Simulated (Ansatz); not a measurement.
# Relaxing (8,8) carbon nanotube bundle (192 atoms)

Wanted: the relaxed structure of (8,8) carbon nanotube bundle (192 atoms) and its electronic structure.

Main program and level: Ansatz 0.2.0; Kohn-Sham DFT, PBE+D3(BJ), PAW (set soft_2), plane waves.

Most raw output is cut from this account.

### 1. The starting structure

The cell holds 192 atoms: 192 C. Cell: a = 14.150 Å, b = 14.150 Å, c = 14.760 Å, α = 90.0°, β = 90.0°, γ = 120.0°. It derives from C (graphene). Graphene sheet (a = 2.46 Å) rolled into a (8,8) tube of diameter 10.85 Å, 6 periods, hexagonal bundle with 3.3 Å between walls; every coordinate displaced by a Gaussian of 0.05 Å.

Before any run, some limits are plain. Only the Γ point is sampled, in a cell whose shortest periodic width is 12 Å.

### 2. Single point at the start

A single point comes first, to see the forces before anything moves.

input.yaml

```yaml
crystal:
  lattice:
    - [14.15015, 0.0, 0.0]
    - [-7.07508, 12.25439, 0.0]
    - [0.0, 0.0, 14.76]
  atoms:
    - { symbol: C, position: [0.41172, 0.06019, 0.08426] }
    - { symbol: C, position: [0.4243, 0.1074, 0.99338] }
    - { symbol: C, position: [0.4503, 0.21972, 0.99839] }
    - { symbol: C, position: [0.43639, 0.26824, 0.07938] }
    - { symbol: C, position: [0.40716, 0.35638, 0.0873] }
    - { symbol: C, position: [0.38262, 0.38454, 0.0019] }
    - { symbol: C, position: [0.31311, 0.4262, 0.00538] }
    - { symbol: C, position: [0.27578, 0.44027, 0.08365] }
    - { symbol: C, position: [0.16488, 0.43807, 0.08817] }
    - { symbol: C, position: [0.11041, 0.42159, 0.16685] }
    - { symbol: C, position: [0.99571, 0.37598, 0.99819] }
    - { symbol: C, position: [0.93787, 0.3487, 0.08548] }
    - { symbol: C, position: [0.82697, 0.27093, 0.08544] }
    - { symbol: C, position: [0.78071, 0.22536, 0.16194] }
    - { symbol: C, position: [0.69472, 0.11884, 0.99756] }
    - { symbol: C, position: [0.647, 0.05858, 0.08366] }
    - { symbol: C, position: [0.58903, 0.93713, 0.08326] }
    - { symbol: C, position: [0.57937, 0.88915, 0.00457] }
    - { symbol: C, position: [0.56578, 0.7803, 0.00405] }
    - { symbol: C, position: [0.56375, 0.73132, 0.08467] }
    - { symbol: C, position: [0.59339, 0.64968, 0.07937] }
    - { symbol: C, position: [0.61664, 0.62049, 0.99731] }
    - { symbol: C, position: [0.69279, 0.58006, 0.17315] }
    - { symbol: C, position: [0.73024, 0.55507, 0.08154] }
    - { symbol: C, position: [0.83472, 0.56346, 0.08477] }
    - { symbol: C, position: [0.89117, 0.57626, 0.00038] }
    - { symbol: C, position: [0.00294, 0.61678, 0.16691] }
    - { symbol: C, position: [0.06196, 0.65593, 0.08348] }
    - { symbol: C, position: [0.17375, 0.73585, 0.0828] }
    - { symbol: C, position: [0.22137, 0.78528, 0.00316] }
    - { symbol: C, position: [0.31256, 0.88861, 0.16431] }
    - { symbol: C, position: [0.35139, 0.94179, 0.08059] }
    [... 154 atom lines left out ...]
    - { symbol: C, position: [0.00347, 0.62288, 0.00229] }
    - { symbol: C, position: [0.06451, 0.65929, 0.91799] }
    - { symbol: C, position: [0.16574, 0.73183, 0.91592] }
    - { symbol: C, position: [0.2156, 0.77649, 0.83251] }
    - { symbol: C, position: [0.32169, 0.88542, 0.99937] }
    - { symbol: C, position: [0.35512, 0.94186, 0.91864] }
kpoints:
  mp_grid: { grid: [1, 1, 1] }
hamiltonian:
  xc: pbe
  dispersion: d3bj
scf:
  occupations: { method: fermi_dirac, width: 0.025 }
output:
  forces: true
  stress: true
  populations: true
  dos:
    method: { smearing: { sigma: 0.08 } }
    de: 0.1
    projected: { site_lists: { C: [C] } }
  eigenvalues: true
```

Started as:

```sh
$ ansatz run input.yaml --threads 4 --pin off --max-ram 8192MiB --backend cpu --events-out ev --progress --plain --runs-dir out
```

The job ended after 70 s (4 threads of Arm Neoverse V2, shared host; peak memory 3.7 GiB; 4.5 min of CPU time).

Read from the output:

```yaml
free_energy: -48152.0647 eV
free_energy_per_atom: -250.7920 eV/atom
scf_cycles: 11
pressure: 6.254 GPa
r_m_s_force_component: 3.359 eV/Å
longest_force: 19.91 eV/Å
fermi_energy: 3.227 eV
spilling_of_the_projection: 0.01026
```

The r.m.s. force component of 3.4 eV/Å and the pressure of 6.3 GPa set the starting point.

Length of the force by element:

| element | coordination | atoms | mean length of the force (eV/Å) | spread | least | most |
| --- | --- | --- | --- | --- | --- | --- |
| C | all | 192 | 4.95 | 3.06 | 0.814 | 19.9 |

### 3. Relaxation

With the cell held, the atoms are moved downhill towards a nearby minimum.

input.yaml, the sections that differ from step 2:

```yaml
output:
  forces: true
relax:
  f_tol: 0.05
  max_steps: 80
# crystal, kpoints, hamiltonian, scf: as in step 2
```

The job ended after 2.2 min (4 threads; peak memory 3.6 GiB; 8.8 min of CPU time).

Relaxation path:

| step | energy less that of the first step (eV) | largest force component (eV/Å) |
| --- | --- | --- |
| 1 | 0.0000 | 14.3309 |
| 2 | -29.2791 | 4.6815 |
| 3 | -36.4270 | 0.2420 |
| 4 | -36.4750 | 0.0287 |
| 5 | -36.4750 | 0.0287 |

The atoms that moved most (Å):

| atom | dx | dy | dz | length |
| --- | --- | --- | --- | --- |
| C120 | 0.091 | -0.176 | -0.025 | 0.200 |
| C184 | -0.062 | -0.050 | 0.160 | 0.178 |
| C50 | -0.095 | -0.137 | -0.044 | 0.173 |
| C45 | -0.155 | -0.064 | 0.006 | 0.167 |
| C23 | -0.033 | -0.129 | -0.090 | 0.161 |
| C174 | -0.039 | 0.112 | -0.108 | 0.160 |
| C164 | 0.046 | -0.144 | -0.032 | 0.154 |
| C2 | 0.031 | 0.110 | 0.104 | 0.154 |

The relaxation changed the energy by -190 meV/atom, and atoms moved by 0.095 Å r.m.s., 0.2 Å at most.

### 4. Structure statistics after relaxation

Bonds before and after, by the cutoffs listed below:

| pair | bonds before | bonds after | mean before (Å) | mean after (Å) | spread before (Å) | spread after (Å) |
| --- | --- | --- | --- | --- | --- | --- |
| C-C | 288 | 288 | 1.421 | 1.423 | 0.073 | 0.002 |

Density 1.50 g/cm³, 13.33 Å³ an atom.

Pair distribution function in bins of 0.1 Å:

| r (Å) | total |
| --- | --- |
| 1.35 | 0.00 |
| 1.45 | 15.70 |
| 1.55 | 0.00 |
| 1.65 | 0.00 |
| 1.75 | 0.00 |
| 1.85 | 0.00 |
| 1.95 | 0.00 |
| 2.05 | 0.00 |
| 2.15 | 0.00 |
| 2.25 | 0.00 |
| 2.35 | 0.00 |
| 2.45 | 10.40 |
| 2.55 | 0.00 |
| 2.65 | 0.00 |
| 2.75 | 0.00 |
| 2.85 | 3.99 |
| 2.95 | 0.00 |
| 3.05 | 0.00 |
| 3.15 | 0.00 |
| 3.25 | 0.12 |
| 3.35 | 0.12 |
| 3.45 | 0.00 |
| 3.55 | 0.41 |
| 3.65 | 0.30 |
| 3.75 | 5.48 |
| 3.85 | 0.00 |
| 3.95 | 0.17 |
| 4.05 | 0.64 |
| 4.15 | 1.37 |
| 4.25 | 2.61 |
| 4.35 | 1.25 |
| 4.45 | 0.27 |
| 4.55 | 0.38 |
| 4.65 | 0.68 |
| 4.75 | 0.24 |
| 4.85 | 1.93 |
| 4.95 | 2.21 |
| 5.05 | 1.30 |
| 5.15 | 1.51 |
| 5.25 | 0.75 |
| 5.35 | 0.38 |
| 5.45 | 1.11 |
| 5.55 | 0.53 |
| 5.65 | 1.64 |

Bonds by pair of elements; cutoffs follow the first minimum of g(r), held within bounds set by covalent radii, and pairs that aren't listed don't count as bonded:

| pair A-B | cutoff (Å) | bonds | mean length (Å) | spread (Å) | shortest (Å) | B about A | A about B |
| --- | --- | --- | --- | --- | --- | --- | --- |
| C-C | 1.82 | 288 | 1.42 | 0.002 | 1.42 | 3 | 3 |

How many atoms have how many bonded neighbours:

| element | mean | 3 |
| --- | --- | --- |
| C | 3 | 192 |

Bond angles, per cent of each kind in bins of 5°:

| angle (°) | C-C-C |
| --- | --- |
| 115–120 | 100.0 |

Bond angles (no mean is given where the spread exceeds 20°):

| angle | count | mean (°) | spread (°) |
| --- | --- | --- | --- |
| C-C-C | 576 | 120 | 0.1 |

Rings of the network by King's shortest-path rule, up to 12 atoms, one path for each pair of neighbours; H, halogens, alkali and alkaline-earth atoms are left out, and the last column divides by all other atoms, bonded or not:

| ring size (atoms) | rings | per network atom |
| --- | --- | --- |
| 6 | 96 | 0.5 |

The first peak of g(r) lies near 1.43 Å. By these cutoffs all C atoms have 3 bonded neighbours. The C-C-C angle averages 120° with a spread of 0.1°. All rings counted have 6 atoms.

### 5. Single point at the relaxed geometry

One more single point at the end of the walk gives the fuller output and checks the residual forces.

input.yaml

```yaml
crystal:
  lattice:
    - [14.15015, 0.0, 0.0]
    - [-7.07508, 12.25439, 0.0]
    - [0.0, 0.0, 14.76]
  atoms:
    - { symbol: C, position: [0.4117, 0.05881, 0.08374] }
    - { symbol: C, position: [0.43094, 0.11636, 0.0004] }
    - { symbol: C, position: [0.44631, 0.22353, 0.00037] }
    - { symbol: C, position: [0.44211, 0.27211, 0.08369] }
    - { symbol: C, position: [0.41116, 0.35337, 0.08371] }
    - { symbol: C, position: [0.3853, 0.38595, 0.00038] }
    - { symbol: C, position: [0.31582, 0.43157, 0.00035] }
    - { symbol: C, position: [0.27209, 0.44358, 0.08367] }
    - { symbol: C, position: [0.17163, 0.44362, 0.0837] }
    - { symbol: C, position: [0.11586, 0.43153, 0.16703] }
    - { symbol: C, position: [0.00077, 0.38587, 0.00034] }
    - { symbol: C, position: [0.9423, 0.35318, 0.08368] }
    - { symbol: C, position: [0.83018, 0.2716, 0.08372] }
    - { symbol: C, position: [0.77757, 0.22291, 0.16705] }
    - { symbol: C, position: [0.68584, 0.11577, 0.00035] }
    - { symbol: C, position: [0.64742, 0.05818, 0.0837] }
    - { symbol: C, position: [0.58949, 0.94238, 0.08367] }
    - { symbol: C, position: [0.57033, 0.88481, 0.00035] }
    - { symbol: C, position: [0.55494, 0.77765, 0.00035] }
    - { symbol: C, position: [0.55893, 0.72899, 0.08368] }
    - { symbol: C, position: [0.58975, 0.64763, 0.08368] }
    - { symbol: C, position: [0.61566, 0.61507, 0.00037] }
    - { symbol: C, position: [0.68517, 0.56952, 0.16708] }
    - { symbol: C, position: [0.72888, 0.55748, 0.08374] }
    - { symbol: C, position: [0.8294, 0.55757, 0.08372] }
    - { symbol: C, position: [0.88514, 0.56964, 0.00039] }
    - { symbol: C, position: [0.00031, 0.61552, 0.16707] }
    - { symbol: C, position: [0.05874, 0.64819, 0.08373] }
    - { symbol: C, position: [0.17089, 0.72969, 0.08373] }
    - { symbol: C, position: [0.22352, 0.77836, 0.00041] }
    - { symbol: C, position: [0.31535, 0.88549, 0.16707] }
    - { symbol: C, position: [0.35379, 0.94302, 0.08374] }
    [... 154 atom lines left out ...]
    - { symbol: C, position: [0.00026, 0.6155, 0.00041] }
    - { symbol: C, position: [0.05872, 0.64822, 0.91708] }
    - { symbol: C, position: [0.17081, 0.7297, 0.91707] }
    - { symbol: C, position: [0.22355, 0.7783, 0.83375] }
    - { symbol: C, position: [0.31537, 0.88548, 0.0004] }
    - { symbol: C, position: [0.3538, 0.94303, 0.91706] }
kpoints:
  mp_grid: { grid: [1, 1, 1] }
hamiltonian:
  xc: pbe
  dispersion: d3bj
scf:
  occupations: { method: fermi_dirac, width: 0.025 }
output:
  forces: true
  stress: true
  populations: true
  dos:
    method: { smearing: { sigma: 0.1 } }
    de: 0.1
    projected: { site_lists: { C: [C] } }
  eigenvalues: true
  write_density: true
  write_potential: true
  volumetric_format: npy
```

Run time: 74 s. Hardware: 4 threads; peak memory 3.7 GiB; 4.8 min of CPU time.

The program notes that the exchange-correlation potential is rough where the density is thin.

Numbers from this run:

```
free energy                : -48188.5396 eV
free energy per atom       : -250.9820 eV/atom
SCF cycles                 : 10
pressure                   : 0.6923 GPa
r.m.s. force component     : 0.00805 eV/Å
longest force              : 0.03127 eV/Å
Fermi energy               : 3.225 eV
spilling of the projection : 0.009927
```

The mean of these charges, 0.040 e, is only the charge that the projection spills.

Löwdin charges by element (they lack the spilled electrons, 0.040 e an atom on average):

| element | coordination | atoms | mean charge (e) | spread | least | most |
| --- | --- | --- | --- | --- | --- | --- |
| C | all | 192 | 0.0397 | 0.0016 | 0.0369 | 0.0421 |

Density of states as counts of states in windows of 1 eV (from the Fermi level), total and the larger projections:

| from (eV) | to (eV) | total | C p | C s |
| --- | --- | --- | --- | --- |
| -14 | -13 | 17.9 | 10.2 | 7.6 |
| -13 | -12 | 35.9 | 23.0 | 12.5 |
| -12 | -11 | 35.2 | 23.7 | 11.1 |
| -11 | -10 | 34.1 | 26.0 | 7.8 |
| -10 | -9 | 30.2 | 23.2 | 6.7 |
| -9 | -8 | 41.7 | 36.5 | 4.8 |
| -8 | -7 | 65.4 | 59.0 | 5.5 |
| -7 | -6 | 79.6 | 76.0 | 2.8 |
| -6 | -5 | 76.9 | 73.7 | 2.6 |
| -5 | -4 | 59.6 | 58.3 | 1.1 |
| -4 | -3 | 35.5 | 35.3 | 0.1 |
| -3 | -2 | 59.0 | 58.7 | 0.2 |
| -2 | -1 | 9.0 | 9.0 | 0.0 |
| -1 | 0 | 11.8 | 11.7 | 0.0 |
| 0 | 1 | 7.4 | 7.4 | 0.0 |
| 1 | 2 | 38.3 | 36.6 | 0.3 |
| 2 | 3 | 32.0 | 30.1 | 0.2 |
| 3 | 4 | 26.2 | 19.9 | 0.3 |
| 4 | 5 | 43.6 | 19.7 | 1.0 |

Between -20 and -14 eV lie 176 more states.

The levels nearest the highest filled one (over half full), pooled over k-points and spins:

| level less the highest filled one (eV) | occupation |
| --- | --- |
| -0.698 | 2 |
| -0.697 | 2 |
| -0.689 | 2 |
| -0.689 | 2 |
| -3.0e-4 | 2.00 |
| 0 | 2.00 |
| 0.325 | 0.003 |
| 0.325 | 0.003 |
| 1.10 | 0 |
| 1.10 | 0 |
| 1.41 | 0 |
| 1.41 | 0 |

Electrostatic potential energy in the ca plane at fractional y = 0.432, with atoms of C within 0.2 Å of it. With pseudopotentials it is smooth inside the atoms' cores, unlike the true potential.

Values in eV, 13 rows by 16 columns, each cell a mean:
```
  4   4   4   4   4   4   4   4   4   4   4   4   4   4   4   4
  7   7   7   7   7   7   7   7   7   7   7   7   7   7   7   7
  7   7   7   7   7   7   7   7   7   7   7   7   7   7   7   7
  7   7   7   7   7   7   7   7   7   7   7   7   7   7   7   7
  7   7   7   7   7   7   7   7   7   7   7   7   7   7   7   7
  7   7   7   7   7   7   7   7   7   7   7   7   7   7   7   7
  6   5   6   5   5   6   5   6   6   5   6   5   5   6   5   6
 -7   3  -9  -1   1 -11   2  -3  -8   3  -9  -1   1 -11   2  -3
-28  -3 -32 -14  -7 -38  -5 -18 -28  -3 -32 -14  -7 -38  -5 -18
-16 -43 -15 -24 -33 -14 -37 -21 -16 -43 -15 -24 -33 -14 -37 -21
 -8 -39  -6 -19 -29  -5 -33 -15  -8 -39  -6 -19 -29  -5 -33 -15
-34 -11 -38 -20 -13 -45 -12 -24 -34 -11 -38 -20 -13 -45 -12 -24
 -9   3 -10  -2   1 -13   2  -4  -9   3 -10  -2   1 -13   2  -4
```
Columns run along c (14.8 Å; values clipped at the 3rd and 97th percentile), rows up along a (14.2 Å). Atoms in or near the plane, at fractional coordinates: C at (0.00, 0.32), C at (0.08, 0.27), C at (0.08, 0.17), C at (0.17, 0.12), C at (0.17, 0.32), C at (0.25, 0.27), C at (0.25, 0.17), C at (0.33, 0.12), C at (0.33, 0.32), C at (0.42, 0.27), C at (0.42, 0.17), C at (0.50, 0.12), C at (0.50, 0.32), C at (0.58, 0.27) and more.

Valence density in the ca plane at fractional y = 0.432, with atoms of C within 0.2 Å of it. It is the smooth field of the valence electrons, not physical close to the nuclei.

Ten even steps from '0' (0.0 e/Å³) to '9' (1.9 e/Å³), each cell a mean:
```
111111111111111111111111111111111111111111
000000000000000000000000000000000000000000
000000000000000000000000000000000000000000
000000000000000000000000000000000000000000
000000000000000000000000000000000000000000
000000000000000000000000000000000000000000
000000000000000000000000000000000000000000
000000000000000000000000000000000000000000
000000000000000000000000000000000000000000
000000000000000000000000000000000000000000
000000000000000000000000000000000000000000
000000000000000000000000000000000000000000
111111111111111111111111111111111111111111
332112333211233321123332112333211233321123
641012564101256410125641012564101256410125
962114796211379621147962114796211379621147
997668999766899976689997668999766899976689
458997545899754589975458997545899754589975
125973112598311259731125983112598311259731
247985324798532479853247985324798532479853
899889989988998998899899889989988998998899
973225897322589732258973225897322589732258
741012574100257410125741002574100257410125
432112443211244321124432112443211244321124
```
Columns run along c (14.8 Å), rows up along a (14.2 Å). Atoms in or near the plane, at fractional coordinates: C at (0.00, 0.32), C at (0.08, 0.27), C at (0.08, 0.17), C at (0.17, 0.12), C at (0.17, 0.32), C at (0.25, 0.27), C at (0.25, 0.17), C at (0.33, 0.12), C at (0.33, 0.32), C at (0.42, 0.27), C at (0.42, 0.17), C at (0.50, 0.12), C at (0.50, 0.32), C at (0.58, 0.27) and more.

Löwdin charges run from +0.04 to +0.04 e, about a mean that is the spilled charge alone. Within 0.4 eV of the Fermi level the largest share is C p (100 % of the projected weight).

Local excerpt of 13 atoms (numbers count through the whole input) about C88, picked at random; x, y, z are measured from there.

| atom | x | y | z | distance (Å) | bonds | Löwdin charge (e) |
| --- | --- | --- | --- | --- | --- | --- |
| C88 | 0.00 | 0.00 | 0.00 | 0.00 | 3 | 0.04 |
| C89 | 1.42 | 0.00 | 0.00 | 1.42 | 3 | 0.04 |
| C87 | -0.70 | 0.15 | 1.23 | 1.42 | 3 | 0.04 |
| C55 | -0.70 | 0.15 | -1.23 | 1.42 | 3 | 0.04 |
| C118 | -2.01 | 0.71 | 1.23 | 2.46 | 3 | 0.04 |
| C122 | 2.12 | 0.15 | 1.23 | 2.46 | 3 | 0.04 |
| C56 | 0.00 | 0.00 | -2.46 | 2.46 | 3 | 0.04 |
| C120 | 0.00 | 0.00 | 2.46 | 2.46 | 3 | 0.04 |
| C90 | 2.13 | 0.15 | -1.23 | 2.46 | 3 | 0.04 |
| C86 | -2.01 | 0.71 | -1.23 | 2.46 | 3 | 0.04 |
| C85 | -2.61 | 1.10 | 0.00 | 2.83 | 3 | 0.04 |
| C121 | 1.42 | 0.00 | 2.46 | 2.84 | 3 | 0.04 |
| C57 | 1.42 | 0.00 | -2.46 | 2.84 | 3 | 0.04 |

The column of bonds counts only the pairs C-C within 1.82 Å; other neighbours, such as metal atoms beside each other in a compound, aren't counted, and periodic images can show an atom twice.

### 6. Outcome

| Property | Result |
| --- | --- |
| energy change in the relaxation | -190 meV/atom |
| r.m.s. displacement | 0.095 Å |
| largest displacement | 0.2 Å |
| free energy per atom | -250.9820 eV/atom |
| density | 1.496 g/cm³ |
| pressure | 0.6923 GPa |
| r.m.s. force component | 0.00805 eV/Å |
| wall time of the 3 DFT runs | 4.6 min |

In words: Relaxation lowers the energy by 190 meV/atom and moves atoms by 0.095 Å r.m.s.; the r.m.s. force component goes from 3.4 to 0.0080 eV/Å, the pressure goes from 6.3 to 0.69 GPa. By the final cutoffs no bond was broken or made. The r.m.s. move is of the size of the random displacements put into the start (0.087 Å r.m.s. in three dimensions). From the first step to the last the energy fell by 36.475 eV, and the largest move was 0.20 Å (C120). The C-C bonds go from 1.421 Å (spread 0.073) to 1.423 Å (spread 0.002). With the cutoffs above, all C atoms have 3 bonded neighbours. No gap is quoted: a carbon tube of such indices can be metallic, and the k-points needn't hold the crossing of its bands.

[Logs are printed without paths, hosts, clocks, repeated set-up lines and the standing remarks that a program may print on its own settings, such as how far it seeks lower states.]

[Hosts, paths, dates, database ids (printed as entryN), source tags and the programs' standing remarks are cut or masked in the printed files.]
